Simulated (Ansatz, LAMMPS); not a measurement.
# Li+ TFSI- in 1,3-dioxolane, from a frame at 350 K (197 atoms): geometry optimisation

Wanted: the relaxed structure of Li+ TFSI- in 1,3-dioxolane, from a frame at 350 K (197 atoms) and its electronic structure.

Method: Kohn-Sham DFT, r2SCAN+D4, PAW (set soft_2), plane waves, in Ansatz 0.2.0.

## Step 1: The starting structure

The cell holds 197 atoms: 2 N, 4 S, 38 O, 49 C, 12 F, 90 H and 2 Li. Cell: a = 13.096 Å, b = 13.096 Å, c = 13.096 Å, α = 90.0°, β = 90.0°, γ = 90.0°. 15 1,3-dioxolane, 2 Li+, 2 TFSI- placed at random, at 1.25 g/cm³; overlaps pushed apart, then 10 ps at 550 K with Joung-Cheatham ions (J. Phys. Chem. B 112, 9020 (2008)); MMFF94 bonds, angles, torsions, charges and radii (Halgren, J. Comput. Chem. 17, 490 (1996)) in harmonic and 12-6 forms; charges of ions scaled by 0.8. Snapshot after 30 ps at 350 K and fixed volume.

What the set-up can't give: The network of contacts between molecules at the start is that of the classical potential that made the cell. The density was typed from a rule of thumb and may lie off the real one at this temperature. Sampling is at Γ alone, for a cell whose shortest periodic width is 13 Å.

## Step 2: Making the structure

A classical potential supplies the starting structure, since it reaches far longer times than DFT.

This step: classical MD, Joung-Cheatham ions (J. Phys. Chem. B 112, 9020 (2008)); MMFF94 bonds, angles, torsions, charges and radii (Halgren, J. Comput. Chem. 17, 490 (1996)) in harmonic and 12-6 forms; charges of ions scaled by 0.8 (LAMMPS 22 Jul 2025 - Update 4).

in.lmp

```
# Li+ TFSI- in 1,3-dioxolane
units real
atom_style full
boundary p p p
bond_style harmonic
angle_style harmonic
dihedral_style opls
improper_style harmonic
special_bonds lj 0 0 0.5 coul 0 0 0.75
read_data data.lmp
neigh_modify delay 0 every 1 check yes one 4000
comm_modify cutoff 12.0
timestep 0.5
thermo_style custom step time temp pe press density
thermo_modify norm yes
# push overlapping molecules apart
pair_style soft 2.6
pair_coeff * * 0.0
variable a equal ramp(1,60)
fix ad all adapt 1 pair soft a * * v_a
velocity all create 550 15972 mom yes dist gaussian
fix lim all nve/limit 0.03
fix lan all langevin 550 550 50 15973 zero yes
thermo 1000
run 3000 post no
unfix ad
pair_style lj/cut/coul/long 9.0
pair_modify mix arithmetic tail yes
pair_coeff 1 1 0.0721 3.5530   # N
pair_coeff 2 2 0.2681 3.4180   # S
pair_coeff 3 3 0.0763 3.0960   # O
pair_coeff 4 4 0.0678 3.3680   # C
pair_coeff 5 5 0.0801 2.5590   # F
pair_coeff 6 6 0.0763 3.0430   # O
# [... 20 lines left out ...]
compute msd all msd com yes
thermo 7500
fix md all nvt temp 350 350 100
run 30000 post no
print "== T350: mean square displacement over the hold $(c_msd[4]:%.2f) A^2"
unfix md
uncompute msd
write_dump all custom T350.dump id type xs ys zs modify sort id
```

Started as:

```sh
> lmp -in in.lmp -log none -nocite
```

Log:

```text
LAMMPS (22 Jul 2025 - Update 4)
Reading data file ...
  orthogonal box = (0 0 0) to (13.09602 13.09602 13.09602)
  197 atoms
  orthogonal box = (0 0 0) to (13.09602 13.09602 13.09602)
  193 bonds
  350 angles
  363 dihedrals
   Step          Time           Temp          PotEng         Press         Density
         0   0              550            0.9465711     -4348.288       1.2459985
      1000   500            532.96096      2.0703142      30770.876      1.2459985
      2000   1000           462.1955       2.1967098      18426.744      1.2459985
      3000   1500           569.63844      2.0594788      18554.252      1.2459985
Loop time of 0.267469 s on 1 MPI rank(s) for 3000 steps with 197 atoms
PPPM initialization ...
  G vector (1/distance) = 0.29888239
  grid = 8 8 8
  estimated relative force accuracy = 2.5960416e-05
   Step          Time           Temp          PotEng         Press         Density
      3000   1500           569.63844      2.2631995      7559.8891      1.2459985
      3100   1550           569.63844      0.31013469     6494.8936      1.2459985
      3200   1600           569.63844      0.21469036     6203.2824      1.2459985
      3300   1650           569.63844      0.1441014      6061.2953      1.2459985
Loop time of 0.331742 s on 1 MPI rank(s) for 300 steps with 197 atoms
Minimization stats:
  Stopping criterion = max iterations
  Energy initial, next-to-last, final =
      2.26319946764841  0.144720875027997  0.144101400651727
  Force two-norm initial, final = 634.03607 15.55345
  Iterations, force evaluations = 300 590
   Step          Time           Temp          PotEng         Press         Density
         0   0              550            0.1441014      5827.7816      1.2459985
      1000   500            534.98774      1.463578       5590.2109      1.2459985
      2000   1000           488.7078       1.2954513      11481.998      1.2459985
Loop time of 0.791236 s on 1 MPI rank(s) for 2000 steps with 197 atoms
   Step          Time           Temp          PotEng         Press         Density
      2000   1000           488.7078       1.2954513      11481.998      1.2459985
[... 5 lines left out ...]
Loop time of 4.27796 s on 1 MPI rank(s) for 10000 steps with 197 atoms
   Step          Time           Temp          PotEng         Press         Density
[... 4 lines left out ...]
Loop time of 2.09301 s on 1 MPI rank(s) for 5000 steps with 197 atoms
   Step          Time           Temp          PotEng         Press         Density
[... 2 lines left out ...]
     30000   29000          385.38215      0.87874663     7406.5979      1.2459985
     37500   36500          336.57623      0.84688681     4792.8776      1.2459985
     45000   44000          352.76845      0.89350969    -1550.8714      1.2459985
     47000   46000          348.28272      0.81556608     4209.4491      1.2459985
Loop time of 12.2745 s on 1 MPI rank(s) for 30000 steps with 197 atoms
== T350: mean square displacement over the hold 12.96 A^2
```

Run time: 20 s. Hardware: 1 thread of AMD EPYC 9R45, shared host; peak memory 0.12 GiB.

The input also reads data.lmp (atoms, bonds and types; not printed here).

## Step 3: Single point at the start

The forces at the start show how far the geometry lies from a minimum of this functional.

input.yaml

```yaml
crystal:
  lattice:
    - [13.09602, 0.0, 0.0]
    - [0.0, 13.09602, 0.0]
    - [0.0, 0.0, 13.09602]
  atoms:
    - { symbol: "N", position: [0.5481, 0.16402, 0.79613] }
    - { symbol: S, position: [0.59746, 0.05383, 0.81609] }
    - { symbol: O, position: [0.59122, 0.97559, 0.73728] }
    - { symbol: O, position: [0.69905, 0.06125, 0.8616] }
    - { symbol: C, position: [0.5179, 0.99829, 0.91604] }
    - { symbol: F, position: [0.54466, 0.02762, 0.00936] }
    - { symbol: F, position: [0.51628, 0.8952, 0.91512] }
    - { symbol: F, position: [0.41889, 0.02598, 0.89919] }
    - { symbol: S, position: [0.60846, 0.22563, 0.71246] }
    - { symbol: O, position: [0.57612, 0.33058, 0.6892] }
    - { symbol: O, position: [0.71869, 0.21646, 0.72008] }
    - { symbol: C, position: [0.56472, 0.15271, 0.60083] }
    - { symbol: F, position: [0.46846, 0.12188, 0.60087] }
    - { symbol: F, position: [0.62342, 0.07332, 0.57556] }
    - { symbol: F, position: [0.56659, 0.20672, 0.5122] }
    - { symbol: "N", position: [0.17913, 0.79659, 0.27358] }
    - { symbol: S, position: [0.14901, 0.72659, 0.3656] }
    - { symbol: O, position: [0.07302, 0.64952, 0.34241] }
    - { symbol: O, position: [0.23472, 0.69301, 0.42679] }
    - { symbol: C, position: [0.07344, 0.81371, 0.44225] }
    - { symbol: F, position: [0.01039, 0.76402, 0.50498] }
    - { symbol: F, position: [0.02127, 0.88399, 0.38339] }
    - { symbol: F, position: [0.13617, 0.8668, 0.50619] }
    - { symbol: S, position: [0.26246, 0.74052, 0.20587] }
    - { symbol: O, position: [0.34651, 0.68829, 0.26263] }
    - { symbol: O, position: [0.22356, 0.67541, 0.12576] }
    - { symbol: C, position: [0.31084, 0.84799, 0.13206] }
    - { symbol: F, position: [0.24136, 0.92317, 0.11121] }
    - { symbol: F, position: [0.35375, 0.81792, 0.04083] }
    - { symbol: F, position: [0.39137, 0.8922, 0.18292] }
    - { symbol: C, position: [0.54781, 0.79622, 0.52512] }
    - { symbol: C, position: [0.54891, 0.73356, 0.43167] }
    [... 159 atom lines left out ...]
    - { symbol: H, position: [0.1963, 0.0516, 0.40256] }
    - { symbol: H, position: [0.29982, 0.06695, 0.48822] }
    - { symbol: H, position: [0.44195, 0.02239, 0.2517] }
    - { symbol: H, position: [0.4921, 0.98917, 0.36834] }
    - { symbol: Li, position: [0.82988, 0.12777, 0.82852] }
    - { symbol: Li, position: [0.35179, 0.58584, 0.39156] }
kpoints:
  mp_grid: { grid: [1, 1, 1] }
hamiltonian:
  xc: r2scan
  dispersion: d4
scf:
  occupations: { method: gaussian, width: 0.025 }
output:
  forces: true
  stress: true
  populations: intrinsic
  dos:
    method: { smearing: { sigma: 0.08 } }
    de: 0.1
    projected: { site_lists: { C: [C], F: [F], H: [H], Li: [Li], "N": ["N"] } }
  eigenvalues: true
```

Started as:

```sh
> ansatz run input.yaml --threads 4 --pin off --max-ram 8192MiB --backend cpu --events-out ev --progress --plain --runs-dir out
```

Log:

```text
Engine: ansatz 0.2.0, x86_64-unknown-linux-gnu
Pseudopotentials: kind: paw
Pseudopotential: N, paw, valence charge 5, recommended cutoff 500 eV (meta_gga), N.paw.azcp
Pseudopotential: S, paw, valence charge 6, recommended cutoff 500 eV (meta_gga), S.paw.azcp
Pseudopotential: O, paw, valence charge 6, recommended cutoff 500 eV (meta_gga), O.paw.azcp
Pseudopotential: C, paw, valence charge 4, recommended cutoff 500 eV (meta_gga), C.paw.azcp
Pseudopotential: F, paw, valence charge 7, recommended cutoff 500 eV (meta_gga), F.paw.azcp
Pseudopotential: H, paw, valence charge 1, recommended cutoff 500 eV (meta_gga), H.paw.azcp
Pseudopotential: Li, paw, valence charge 3, recommended cutoff 500 eV (meta_gga), Li.paw.azcp
[... 6 lines on functional and potentials left out ...]
Crystal: 197 atoms, lattice volume = 2246.043 Å³
Basis set: ecut = 500 eV, 57243 PW (Γ), exchange–correlation on 384×384×384 points (64 copies of the dense FFT grid, shifted against one another)
Bands: 516, of which v1, the nominal top of the filled ones, is band 319 counted from 1 (318 counted from 0)
Symmetry: 1 space group operations
Space group: P1 (ITA 1), of the structure as read, at distance tolerance 1.3e-4 Å
k-points: 1
[... 20 lines on functional and potentials left out ...]
Initial density: superposition of atomic densities (neutral atoms: chi_scale 0, normalization atom), corrected by the library's trained network
Initial wavefunctions: pseudopotential atomic-orbital guess
Functional: x = r2scan, c = r2scan; τ floored in thin density (d = 2e-4 eV/Å³)
SCF iter   1: F=—  HF=-49858.527040 eV  |F-HF|=—  |Δ(HF+E_count)|=         —  Δρ=1.11e-2  dr2=3.61e0  dr2_τ=1.58e1  ethr=1.77e-3  ⟨swp⟩=6.0  Hψ=2480  notcnv=0  defer=85
preconditioner: auto → Resta (q_TF=auto, 2.212 Å⁻¹)  ε∞=2.3  [insulator: Δε(μ)=5.250 eV  Ē_g=16.272 eV  σ=0.025 eV  W_gap=1.00  n_scr=436 (ndim 8)  ℏωp=18.7 eV  f_vac=0.298  D(μ)=0.00/eV (n_scr^D=0)  ε∞_Penn≈2.3]
SCF iter   2: F=—  HF=-49856.780928 eV  |F-HF|=—  |Δ(HF+E_count)|=    1.75e0  Δρ=5.64e-3  dr2=5.91e-1  dr2_τ=7.54e-2  ethr=5.66e-4  ⟨swp⟩=3.0  Hψ=884  notcnv=0  defer=192
SCF iter   3: F=—  HF=-49856.684758 eV  |F-HF|=—  |Δ(HF+E_count)|=   9.62e-2  Δρ=2.14e-3  dr2=1.44e-1  dr2_τ=7.95e-3  ethr=9.27e-5  ⟨swp⟩=8.0  Hψ=550  notcnv=0  defer=193
SCF iter   4: F=—  HF=-49856.676434 eV  |F-HF|=—  |Δ(HF+E_count)|=   8.32e-3  Δρ=8.77e-4  dr2=2.08e-2  dr2_τ=2.21e-3  ethr=2.25e-5  ⟨swp⟩=2.0  Hψ=881  notcnv=0  defer=193
SCF iter   5: F=—  HF=-49856.679952 eV  |F-HF|=—  |Δ(HF+E_count)|=   3.52e-3  Δρ=4.84e-4  dr2=5.30e-3  dr2_τ=6.17e-4  ethr=3.26e-6  ⟨swp⟩=3.0  Hψ=714  notcnv=0  defer=193
SCF iter   6: F=—  HF=-49856.681518 eV  |F-HF|=—  |Δ(HF+E_count)|=   1.57e-3  Δρ=1.50e-4  dr2=5.14e-4  dr2_τ=6.54e-5  ethr=8.31e-7  ⟨swp⟩=3.0  Hψ=707  notcnv=0  defer=193
SCF iter   7: F=—  HF=-49856.681997 eV  |F-HF|=—  |Δ(HF+E_count)|=   4.79e-4  Δρ=5.40e-5  dr2=5.83e-5  dr2_τ=7.17e-6  ethr=8.06e-8  ⟨swp⟩=2.0  Hψ=640  notcnv=0  defer=193
SCF iter   8: F=—  HF=-49856.684971 eV  |F-HF|=—  |Δ(HF+E_count)|=   2.97e-3  Δρ=2.25e-5  dr2=1.19e-5  dr2_τ=1.46e-6  ethr=9.13e-9  ⟨swp⟩=2.0  Hψ=818  notcnv=0  defer=193
SCF iter   9: F=—  HF=-49856.684988 eV  |F-HF|=—  |Δ(HF+E_count)|=   1.74e-5  Δρ=6.75e-6  dr2=1.35e-6  dr2_τ=1.23e-7  ethr=1.86e-9  ⟨swp⟩=2.0  Hψ=637  notcnv=0  defer=193
SCF iter  10: F=—  HF=-49856.684991 eV  |F-HF|=—  |Δ(HF+E_count)|=   3.19e-6  Δρ=4.84e-6  dr2=5.50e-7  dr2_τ=6.31e-8  ethr=2.11e-10  ⟨swp⟩=3.0  Hψ=759  notcnv=0  defer=193
SCF iter  11: F=-49856.684992 eV  HF=-49856.684992 eV  |F-HF|=1.30e-7  |Δ(HF+E_count)|=   4.42e-7  Δρ=1.55e-6  dr2=6.30e-8  dr2_τ=6.64e-9  ethr=1.57e-11  ⟨swp⟩=14.0  Hψ=3550  notcnv=0
SCF 1 converged in 11 iterations: F = -49856.684992 eV  dr2 = 6.30e-8
  greatest PAW one-centre occupation: 0.999 electrons in one spin orbital (limit 2), on the Li atom at site 195 (counted from 0), in its partial waves of l = 0
SCF converged after 11 iterations
Free energy (F): -49856.684992 eV
Harris-Foulkes:  -49856.684992 eV  (|F-HF|=1.30e-7)
Internal energy: -49856.684992 eV  (E = F + TS)
E sigma→0 (E₀):  -49856.684992 eV
Fermi energy:    1.686362 eV
--- Per-component energies (eV) ---
  E_band       = -6243.588921
  E_kinetic    = 15709.320536
  E_local      = -60978.648895  (includes V_loc(G=0)·N_el)
  E_nonlocal   = 4269.829500
  E_hartree    = 23590.834339
  E_xc         = -7354.241579
  E_vxc        = -10352.968513  (∫ρ·V_xc dr)
  E_paw        = -16254.459847  (= ΣΔE_a)
  E_vpaw       = -2734.636139  (= ΣTr[D̂ρ^β])
  E_aug_tail   = 0.006204  (compensation charges beyond the density's cutoff)
  E_vtau       = 661.846090  (kinetic-family band-sum trace: ∫τ·v_τ [+ j·A + Jᵃ·Aᵃ] dr)
  E_ewald      = -8831.795706
  E_disp       = -4.226982  (pairwise vdW)
  E_core_change = -3.302562  (= ΣΔE_core)
  E_smearing   = -0.000000  (= −TS)
  E_closure    = -0.000000  (closes the sum)
  Σ components = -49856.684992   (vs F -49856.684992, Δ=0.00e0)
--- Forces (eV/Å), atoms counted from 1 ---
  atom   1  N     -0.18427634    -0.37377715     0.44536080
  atom   2  S      1.87225195    -1.56753904    -0.40499520
  atom   3  O     -0.54672542     1.15697073     0.65795134
  atom   4  O     -0.40476194     0.00497783     0.22742975
  atom   5  C     -2.47617392    -0.44591372     1.07362777
  atom   6  F      0.13042243     0.15713754    -0.26658193
  atom   7  F      0.86171352     0.82641257    -0.33952290
  atom   8  F      0.85356525     0.15085152     0.13541081
  atom   9  S      0.50341797     2.29803207    -1.01218803
  atom  10  O     -0.39047513    -2.22026322     1.12339187
  atom  11  O     -0.44262029    -0.50283208    -0.33101465
  atom  12  C     -0.34858860    -0.35617410    -4.06370388
  atom  13  F     -0.52740186    -0.37327008     1.61513010
  atom  14  F      0.50970032    -0.42295507     0.82409460
[...]
atom 196  Li    -0.43563406     0.02791039     0.36552372
  atom 197  Li    -0.14093036     0.59640397     0.28965995
  max |Σ_I F_I| component: 1.61e-4 eV/Å
--- Stress (GPa, compression-positive) ---
        1.594813       0.638005      -0.249101
        0.638005       0.200348       0.239092
       -0.249103       0.239091       0.836870
  P = ⅓ Tr σ = 0.8773 GPa (8.773 kbar)
--- Band table (eV) ---
  k-point 0: bands = ["-46.5392", "-46.0707", "-30.0628", "-30.0579", [... 500 levels ...], "11.2581", "11.2979", "11.3331", "11.3587", "11.3799", "11.4132", "11.4412", "11.4731", "11.5259", "11.5460", "11.5833", "11.6210"]
--- intrinsic populations: 197 sites ---
  site symbol       q [e]
     0      N      6.0756
     1      S      3.8649
     2      O      6.8994
[...]
196     Li      2.2308
  spilling = 0.000000 (of n_electrons = 638.000000)
```

Elapsed: 45 s, on 4 threads of AMD EPYC 9R45, shared host; peak memory 6.5 GiB.

The run gave:

```yaml
free_energy: -49856.6850 eV
free_energy_per_atom: -253.0796 eV/atom
scf_cycles: 11
pressure: 0.8773 GPa
r_m_s_force_component: 0.9723 eV/Å
longest_force: 6.029 eV/Å
fermi_energy: 1.686 eV
spacing_of_highest_filled_and_lowest_empty_level: 4.322 eV
```

The r.m.s. force component of 0.97 eV/Å and the pressure of 0.88 GPa set the starting point.

Length of the force by element:

```
element  coordination  atoms  mean length of the force (eV/Å)  spread  least   most
      C           all     49                             2.20    1.02  0.408   6.03
      F           all     12                             1.36   0.547  0.336   2.09
      H           all     90                             1.03   0.611  0.178   3.92
     Li           all      2                            0.624  0.0542  0.569  0.678
      N           all      2                            0.796   0.186  0.610  0.982
      O           all     38                             1.36   0.712  0.447   2.83
      S           all      4                             2.50   0.154   2.27   2.70
```

(Part 1 of 3 ends here.)

[Logs are printed without paths, hosts, clocks, repeated set-up lines and the standing remarks that a program may print on its own settings, such as how far it seeks lower states.]

[Hosts, paths, dates, database ids (printed as entryN), source tags and the programs' standing remarks are cut or masked in the printed files.]

[The MMFF94 radii named for the starting cell were scaled by 0.96; in molecules described by MMFF94, hydrogen bound to N, O or S took a small fixed 12-6 site in their place.]
